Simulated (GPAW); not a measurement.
# Screening of a field by 1T-MnSSe monolayer, part 2 of 2

Wanted: the out-of-plane polarisability of 1T-MnSSe monolayer.

GPAW 26.7.0; GPAW, PAW setups; layer in a repeated cell with vacuum, relaxation of atoms and in-plane cell (the session's first sound run).

So far, dipole along the normal (e·Å): step 2 (relaxing the atoms) -0.0366; step 3 (the slab's potential) -0.0278; step 4 (field on) -0.0828; step 5 (In a field) -0.0554.

### 8. Field on

Input file run.py:

```python
import json
import numpy as np
from ase import Atoms
from gpaw import GPAW, PW
from gpaw.external import ConstantElectricField

slab = Atoms(
    ['Se', 'Mn', 'S'],
    positions=[
        [1.70096, 0.98205, 9.00000],
        [0.00000, 0.00000, 10.50464],
        [0.00000, 1.96411, 11.77035]],
    cell=[[3.40194, 0.0, 0.0], [-1.70096, 2.94616, 0.0], [0.0, 0.0, 20.7703]],
    pbc=[True, True, False],
    magmoms=[0.0, 4.0, 0.0])

slab.calc = GPAW(mode=PW(400), xc='PBE', kpts={'size': (9, 9, 1), 'gamma': True},
                 occupations={'name': 'fermi-dirac', 'width': 0.05}, nbands='160%',
                 convergence={'density': 1e-05}, maxiter=200,
                 poissonsolver={'dipolelayer': 'xy'},
                 external=ConstantElectricField(0.1, [0, 0, 1]),
                 symmetry={'tolerance': 1e-3}, txt='slab.txt')
result = {}
energy = slab.get_potential_energy()
fermi = slab.calc.get_fermi_level()
v = slab.calc.get_electrostatic_potential().mean((0, 1)) - fermi
n = slab.calc.get_pseudo_density().mean((0, 1))
L = slab.cell[2, 2]
z = np.arange(len(v)) * L / len(v)
low, high = slab.positions[:, 2].min(), slab.positions[:, 2].max()
below, above = np.interp([low - 6.8, high + 6.8], z, v)
slopes = [np.interp(x, z, np.gradient(v, z)) for x in (low - 6.8, high + 6.8)]
eps = np.array([[slab.calc.get_eigenvalues(k, s) for k in range(len(slab.calc.get_ibz_k_points()))]
                for s in range(slab.calc.get_number_of_spins())]) - fermi
top, bottom = eps[eps < 0].max(), eps[eps > 0].min()
dipole = slab.get_dipole_moment()[2]
print(f'energy {energy:.4f} eV, Fermi level {fermi:.4f} eV, dipole {dipole:.5f} e A')
print(f'potential 6.8 A off the faces, from the Fermi level: lower {below:.4f} eV, upper {above:.4f} eV')
print(f'slope of the potential there: lower {slopes[0]:.5f}, upper {slopes[1]:.5f} eV/A')
print(f'nearest levels on the mesh: {top:.4f} and {bottom:.4f} eV')
print('magnetic moment', round(slab.get_magnetic_moment(), 3))
result.update(energy=energy, fermi=fermi, dipole=dipole, below=below, above=above, slopes=slopes, edges=[top, bottom],
              z=z.tolist(), v=v.tolist(), n=n.tolist(), positions=slab.positions.tolist(),
              forces=slab.get_forces(apply_constraint=False).tolist(), moments=slab.get_magnetic_moments().tolist())
json.dump(result, open('result.json', 'w'))
```

Started as:

```sh
$ OMP_NUM_THREADS=1 OPENBLAS_NUM_THREADS=1 python run.py
```

Wall time 2.3 min (1 thread of Arm Neoverse V2, shared host); peak memory 0.35 GiB.

The electrostatic potential energy of an electron (without an applied field's), less the Fermi level, planar mean by z:

| z (Å) | electrostatic potential energy of an electron (without an applied field's), less the Fermi level, planar mean (eV) |
| --- | --- |
| 0 | 5.33 |
| 1 | 5.32 |
| 2 | 5.32 |
| 3 | 5.32 |
| 4 | 5.32 |
| 5 | 5.32 |
| 6 | 5.31 |
| 7 | 5.18 |
| 8 | 2.67 |
| 9 | -19.0 |
| 10 | -5.92 |
| 11 | -7.15 |
| 12 | -11.7 |
| 13 | 4.39 |
| 14 | 5.29 |
| 15 | 5.33 |
| 16 | 5.33 |
| 17 | 5.33 |
| 18 | 5.33 |
| 19 | 5.33 |
| 20 | 5.33 |

The dipole is now -5.8e-4 e Å, against -0.028 in the run without a field.

### 9. Field on

run.py: that of step 8 with these lines changed.

```diff
@@ -20,3 +20,3 @@
                  poissonsolver={'dipolelayer': 'xy'},
-                 external=ConstantElectricField(0.1, [0, 0, 1]),
+                 external=ConstantElectricField(0.2, [0, 0, 1]),
                  symmetry={'tolerance': 1e-3}, txt='slab.txt')
```

Wall time 2.4 min (1 thread); peak memory 0.35 GiB.

Electrostatic potential energy of an electron (without an applied field's), less the Fermi level, planar mean against z:

| z (Å) | electrostatic potential energy of an electron (without an applied field's), less the Fermi level, planar mean (eV) |
| --- | --- |
| 0.0 | 5.34 |
| 0.5 | 5.58 |
| 1.0 | 5.58 |
| 1.5 | 5.58 |
| 2.0 | 5.58 |
| 2.5 | 5.58 |
| 3.0 | 5.58 |
| 3.5 | 5.58 |
| 4.0 | 5.58 |
| 4.5 | 5.58 |
| 5.0 | 5.58 |
| 5.5 | 5.58 |
| 6.0 | 5.57 |
| 6.5 | 5.54 |
| 7.0 | 5.43 |
| 7.5 | 4.95 |
| 8.0 | 2.88 |
| 8.5 | -5.40 |
| 9.0 | -18.8 |
| 9.5 | -7.70 |
| 10.0 | -5.89 |
| 10.5 | -11.3 |
| 11.0 | -7.21 |
| 11.5 | -12.3 |
| 12.0 | -11.8 |
| 12.5 | 0.593 |
| 13.0 | 4.17 |
| 13.5 | 4.90 |
| 14.0 | 5.05 |
| 14.5 | 5.09 |
| 15.0 | 5.09 |
| 15.5 | 5.09 |
| 16.0 | 5.09 |
| 16.5 | 5.09 |
| 17.0 | 5.09 |
| 17.5 | 5.09 |
| 18.0 | 5.09 |
| 18.5 | 5.09 |
| 19.0 | 5.09 |
| 19.5 | 5.09 |
| 20.0 | 5.09 |
| 20.5 | 5.16 |

The dipole is now 0.0268 e Å, against -0.028 in the run without a field.

### 10. In a field

run.py: that of step 9 with these lines changed.

```diff
@@ -20,3 +20,3 @@
                  poissonsolver={'dipolelayer': 'xy'},
-                 external=ConstantElectricField(0.2, [0, 0, 1]),
+                 external=ConstantElectricField(0.3, [0, 0, 1]),
                  symmetry={'tolerance': 1e-3}, txt='slab.txt')
```

Wall time 2.5 min (1 thread); peak memory 0.35 GiB.

The dipole is now 0.0543 e Å, against -0.028 in the run without a field.

### 11. The series

The members are put on one axis.

This step: induced dipole against applied field (GPAW 26.7.0).

The dipole along the normal by field:

| field (V/Å) | dipole along the normal (e·Å) |
| --- | --- |
| -0.200 | -0.0828 |
| -0.100 | -0.0554 |
| -0.050 | -0.0417 |
| 0.000 | -0.0278 |
| 0.050 | -0.0143 |
| 0.100 | -5.8e-4 |
| 0.200 | 0.0268 |
| 0.300 | 0.0543 |

### 12. Outcome

```json
{
  "work function, upper and lower face": "5.574 and 5.069 eV",
  "dipole along the normal": "-0.0278 e Å",
  "induced dipole per field": "0.274 e Å per V/Å",
  "out-of-plane polarisability per area, α/(ε0 A)": "4.95 Å"
}
```

In words: The field induces 0.274 e Å per V/Å, a polarisable thickness α/(ε0 A) of 4.95 Å beside 2.77 Å between the outermost nuclei. A perfect conductor would give the distance between its two image planes; a dielectric of thickness t gives t(1 - 1/ε). The two faces differ by 0.51 eV, the step that the slab's dipole makes (e p/(ε0 A) gives 0.50 eV), so the dipole layer is needed. The induced dipole is linear in the field over this range. The relaxation of atoms and cell ran in a fully periodic cell without the dipole layer, so the atoms of this polar layer felt a small spurious field. One magnetic start was tried; another order may lie lower. The layer's cell and atoms come from the relaxation; spin-orbit coupling and temperature are left out.

[Logs are printed without paths, hosts, clocks, repeated set-up lines and the standing remarks that a program may print on its own settings, such as how far it seeks lower states.]

[Hosts, paths, dates, database ids (printed as entryN), source tags and the programs' standing remarks are cut or masked in the printed files.]
